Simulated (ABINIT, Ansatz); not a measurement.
# YGaS3 (Pm-3m): zone-centre phonons, part 5 of 5

Wanted: the vibrations of YGaS3 (Pm-3m) at Γ, by two programs.

ABINIT 10.8.3; DFT LDA, scalar-relativistic, plane waves, PseudoDojo norm-conserving pseudopotentials.

So far. Step 4 (Zone-centre response): The acoustic modes at Γ come out as far as 4.0 cm⁻¹ from zero, where they should vanish, a small numerical error. The lowest optical mode is imaginary, 159i cm⁻¹, an instability at this level and on this k mesh. Step 5 (Zone-centre analysis): The rule moves no optical mode by more than 0.2 cm⁻¹.

The structure was built from a prototype and need not be the compound's stable phase.

### Step 7. The same in Ansatz

A second program on the same cell, potentials, cutoff and meshes tests the implementation of the phonon response, not its convergence.

This step: DFT LDA, scalar-relativistic, plane waves, PseudoDojo norm-conserving pseudopotentials (Ansatz 0.2.0).

Contents of input.yaml:

```yaml
crystal:
  lattice:
    - [4.5905679123, 0.0, 0.0]
    - [0.0, 4.5905679123, 0.0]
    - [0.0, 0.0, 4.5905679123]
  atoms:
    - { symbol: "Y", position: [0.0, 0.0, 0.0] }
    - { symbol: Ga, position: [0.5, 0.5, 0.5] }
    - { symbol: S, position: [0.5, 0.5, 0.0] }
    - { symbol: S, position: [0.5, 0.0, 0.5] }
    - { symbol: S, position: [0.0, 0.5, 0.5] }
kpoints:
  mp_grid: { grid: [6, 6, 6] }
hamiltonian:
  xc: lda
  pseudopotentials: { kind: nc, accuracy: standard }
scf:
  occupations: { method: methfessel_paxton, width: 0.27211 }
output:
  eigenvalues: true
basis:
  ecutwfc: 979.61
phonons:
  method: dfpt
```

Started as:

```bash
$ ansatz run input.yaml --threads 4 --pin off --max-ram 8192MiB --backend cpu --events-out ev --progress --plain --runs-dir out
```

The log of the run:

```text
Warning: basis.ecutwfc = 979.61 eV is below the records' recommended 1088.45545 eV, and the density's cutoff is lower with it unless basis.ecutrho_ratio is high enough to keep the records' density cutoff: compare with a run at a higher cutoff
zone centre: on kpoints.mp_grid the ground state, and the responses unless they are solved on pairs of k-points, stand on 64 of the mesh's 216 k-points, reduced under 8 symmetry operations, with k and −k counted as one. Each operation leaves every solved displacement unchanged or reverses it
Engine: ansatz 0.2.0, aarch64-unknown-linux-gnu
Pseudopotentials: kind: nc
Pseudopotential: Y, nc, valence charge 11, recommended cutoff 979.609905 eV (normal), Y.nc.azcp (PseudoDojo's, or run here from an input of PseudoDojo's; its table is named by hamiltonian.pseudopotentials.accuracy)
Pseudopotential: Ga, nc, valence charge 13, recommended cutoff 1088.45545 eV (normal), Ga.nc.azcp (PseudoDojo's, or run here from an input of PseudoDojo's; its table is named by hamiltonian.pseudopotentials.accuracy)
Pseudopotential: S, nc, valence charge 6, recommended cutoff 734.707429 eV (normal), S.nc.azcp (PseudoDojo's, or run here from an input of PseudoDojo's; its table is named by hamiltonian.pseudopotentials.accuracy)
Functional definition: SPW92
  exchange = slater_x
  correlation = pw_c
Crystal: 5 atoms, lattice volume = 96.738 Å³
Basis set: ecut = 979.61 eV, 6763 PW (Γ), exchange–correlation on 96×96×96 points (8 copies of the dense FFT grid, shifted against one another)
Bands: 26, of which v1, the nominal top of the filled ones, is band 21 counted from 1 (20 counted from 0)
Symmetry: 48 space group operations
k-points: 64 of 216 (irreducible under 8 space group operations)
Non-local potential: Y, projectors of the file, l = 0: 2, l = 1: 2, l = 2: 2
Non-local potential: Ga, projectors of the file, l = 0: 2, l = 1: 2, l = 2: 2
Non-local potential: S, projectors of the file, l = 0: 2, l = 1: 2, l = 2: 2
Initial density: superposition of atomic densities (chi_scale 0.1, normalization cell, long waves kept (reshape's long-wave potential 0.00 eV rms))
Initial wavefunctions: pseudopotential atomic-orbital guess
Functional: x = slater, c = lda
SCF iter   1: F=—  HF=-4096.797071 eV  |F-HF|=—  |Δ(HF+E_count)|=         —  Δρ=2.25e-2  dr2=3.88e-1  ethr=3.10e-3  ⟨swp⟩=7.1  Hψ=7904  notcnv=0
preconditioner: auto → Kerker (q_TF=auto, 2.374 Å⁻¹)  [metal: Δε(μ)=0.094 eV  Ē_g=12.962 eV  σ=0.272 eV  W_gap=0.28  n_scr=26 (ndim 8)  ℏωp=23.9 eV  f_vac=0.000  D(μ)=1.50/eV (n_scr^D=6)]
SCF iter   2: F=—  HF=-4096.738070 eV  |F-HF|=—  |Δ(HF+E_count)|=   5.90e-2  S|Δr|=    0.00e0  Δρ=1.31e-2  dr2=1.27e-1  ethr=9.23e-4  ⟨swp⟩=1.0  Hψ=2177  notcnv=0
SCF iter   3: F=—  HF=-4096.717100 eV  |F-HF|=—  |Δ(HF+E_count)|=   2.10e-2  S|Δr|=    0.00e0  Δρ=1.49e-3  dr2=3.21e-3  ethr=3.03e-4  ⟨swp⟩=8.1  Hψ=14336  notcnv=0
automatic band count: the SCF goes on with 31 bands, as 26 were too few: they end inside the smearing window of the response
SCF iter   4: F=—  HF=-4096.716937 eV  |F-HF|=—  |Δ(HF+E_count)|=   1.63e-4  S|Δr|=    0.00e0  Δρ=4.63e-4  dr2=3.52e-4  ethr=7.65e-6  ⟨swp⟩=1.8  Hψ=3060  notcnv=0
SCF iter   5: F=—  HF=-4096.716872 eV  |F-HF|=—  |Δ(HF+E_count)|=   6.51e-5  S|Δr|=    0.00e0  Δρ=9.37e-5  dr2=1.39e-5  ethr=8.39e-7  ⟨swp⟩=2.0  Hψ=2465  notcnv=0
SCF iter   6: F=—  HF=-4096.716872 eV  |F-HF|=—  |Δ(HF+E_count)|=   2.48e-7  S|Δr|=    0.00e0  Δρ=2.42e-5  dr2=4.12e-7  ethr=3.32e-8  ⟨swp⟩=2.0  Hψ=2652  notcnv=0
SCF iter   7: F=—  HF=-4096.717042 eV  |F-HF|=—  |Δ(HF+E_count)|=   1.70e-4  S|Δr|=    0.00e0  Δρ=5.24e-6  dr2=2.51e-8  ethr=9.81e-10  ⟨swp⟩=2.3  Hψ=3074  notcnv=0
SCF iter   8: F=—  HF=-4096.717042 eV  |F-HF|=—  |Δ(HF+E_count)|=   1.27e-9  S|Δr|=    0.00e0  Δρ=1.22e-6  dr2=1.14e-9  ethr=5.98e-11  ⟨swp⟩=2.5  Hψ=3001  notcnv=0
SCF iter   9: F=—  HF=-4096.717042 eV  |F-HF|=—  |Δ(HF+E_count)|=  1.27e-11  S|Δr|=    0.00e0  Δρ=2.73e-7  dr2=6.24e-11  ethr=2.71e-12  ⟨swp⟩=2.2  Hψ=2499  notcnv=0
SCF iter  10: F=-4096.717042 eV  HF=-4096.717042 eV  |F-HF|=1.82e-12  |Δ(HF+E_count)|=  7.28e-12  S|Δr|=    0.00e0  Δρ=3.00e-8  dr2=4.18e-13  ethr=1.00e-12  ⟨swp⟩=12.4  Hψ=11171  notcnv=0
SCF 1 converged in 10 iterations: F = -4096.717042 eV  dr2 = 4.18e-13
DFPT response loops at Γ: preconditioner auto → Kerker (q_TF=auto, 2.374 Å⁻¹) (partly filled bands, converged f_vac=0.000); β = 1.00, the filter's whole step (`scf.mixing.beta` (0.50) is not read by the response loops under this deck's `scf.mixing.preconditioner`; to damp them name `kerker` or `kerker_dos`, under which they read `scf.mixing.beta`, and type it under 1.00, their step now; both keys bind the ground state too); Broyden in place of MSR1
SCF converged after 10 iterations
Stability not checked: this state was not tested for a lower state beside it, because cold or Methfessel-Paxton smearing, or corrected tetrahedra, fill the levels in a way that the test cannot read (fill_not_monotonic; see scf.lower_state_search)
Free energy (F): -4096.717042 eV
Harris-Foulkes:  -4096.717042 eV  (|F-HF|=1.82e-12)
Internal energy: -4096.724969 eV  (E = F + TS)
E sigma→0 (E₀):  -4096.719024 eV
Entropy (-TS):   0.007926 eV (1.585 meV/atom)
Fermi energy:    9.215264 eV
--- Per-component energies (eV) ---
  E_band       = -117.225185
  E_kinetic    = 2338.119994
  E_local      = -2828.905872  (includes V_loc(G=0)·N_el)
  E_nonlocal   = -798.916365
  E_hartree    = 990.389376
  E_xc         = -1037.041089
  E_vxc        = -808.301688  (∫ρ·V_xc dr)
  E_ewald      = -2760.371013
  E_smearing   = 0.007926  (= −TS)
  E_closure    = -0.000000  (closes the sum)
  Σ components = -4096.717042   (vs F -4096.717042, Δ=0.00e0)
--- Band table (eV; the first three rows and the last of 64) ---
  k-point 0: bands = [... 17 lower, 7.9697, 7.9697, 8.6074, 8.6074, 8.6074, 10.2951, 10.2951, 10.7848, ... 6 higher]
  k-point 1: bands = [... 17 lower, 7.6697, 7.6697, 8.4213, 8.4213, 8.5020, 10.5573, 10.8473, 11.0272, ... 6 higher]
  k-point 2: bands = [... 17 lower, 7.1997, 7.1997, 8.0929, 8.0929, 10.0633, 10.9839, 11.2123, 12.1708, ... 6 higher]
  k-point 63: bands = [... 17 lower, 8.9748, 9.6866, 9.6866, 9.6866, 10.7568, 11.4739, 11.4739, 11.4739, ... 6 higher]
--- Phonons (Γ-DFPT): 4 representative perturbations + reference, on 64 of 216 k-points (Σ response iterations 13) ---
  k mesh reduced under 8 symmetry operations, with k and −k counted as one. Each operation leaves every solved displacement unchanged or reverses it
  ASR residual: 3.846e-5 → 0.000e0 eV/Å²; symmetrization residual: 1.075e-5 eV/Å²
  ASR residual per site (eV/Å²): 1.40e-5 3.85e-5 1.35e-5 1.35e-5 1.35e-5
  Γ frequencies (cm⁻¹): -159.33 -159.33 -159.33 -148.40 -148.40 -148.40 0.00 0.00 0.00 73.46 73.46 73.46 406.24 406.24 406.24
  non-analytic LO–TO correction: not included (Born effective charges unavailable; polar crystals: no LO–TO splitting at Γ)
```

Wall time 64 s (4 threads of Arm Neoverse V1, shared host); peak memory 2 GiB.

This step gave:

| Quantity | Value |
| --- | --- |
| sum-rule residual before enforcement | 3.85e-5 eV/Å² |
| highest optical zone-centre mode (no LO-TO term) | 406.2 cm⁻¹ |
| lowest optical zone-centre mode | -159.3 cm⁻¹ |

### Step 8. The two compared: ABINIT PseudoDojo and Ansatz, PseudoDojo

Worked out from the results:

```
root-mean-square difference : 0.04 cm⁻¹
largest difference          : 0.06 cm⁻¹
```

At the zone centre the largest difference (acoustic modes at Γ apart) is 0.01 % of the highest mode.

### Step 9. What came out

| Property | Result |
| --- | --- |
| space group after relaxation | Pm-3m |
| volume per atom | 19.3 Å³ |
| highest optical zone-centre mode (no LO-TO term) | 406.2 cm⁻¹ |
| lowest optical zone-centre mode | -159.3 cm⁻¹ |
| imaginary optical modes at the zone centre (no q mesh in this session) | yes |
| largest difference from Ansatz, PseudoDojo | 0.06 cm⁻¹ |

In words: At the LDA level the optical modes of YGaS3 (Pm-3m) at the zone centre run from 159i to 406 cm⁻¹, so the structure is a saddle point, with 6 modes beyond 10i cm⁻¹ there. The base run prints -0.41 GPa, mostly the error of a finite basis; the relaxation, with a smoothed and higher cutoff, had brought the cell to rest. ABINIT PseudoDojo and Ansatz, PseudoDojo agree to 0.06 cm⁻¹ (0.01 % of the highest mode compared) on all solved modes but the acoustic ones at Γ, without the LO-TO term. These are harmonic frequencies at zero temperature: anharmonic shifts and linewidths and thermal expansion are left out. In a metal the frequencies hang on the k mesh and the smearing, most of all near Kohn anomalies. Ansatz warns that the cutoff lies 10 % under the one recommended for these files; agreement at one cutoff is not convergence. The structure is a hypothetical one, built on a prototype.

[Host names and launcher messages were left out of these logs when they were recorded.]

[Logs are printed without paths, hosts, clocks, repeated set-up lines and the standing remarks that a program may print on its own settings, such as how far it seeks lower states.]

[Hosts, paths, dates, database ids (printed as entryN), source tags and the programs' standing remarks are cut or masked in the printed files.]
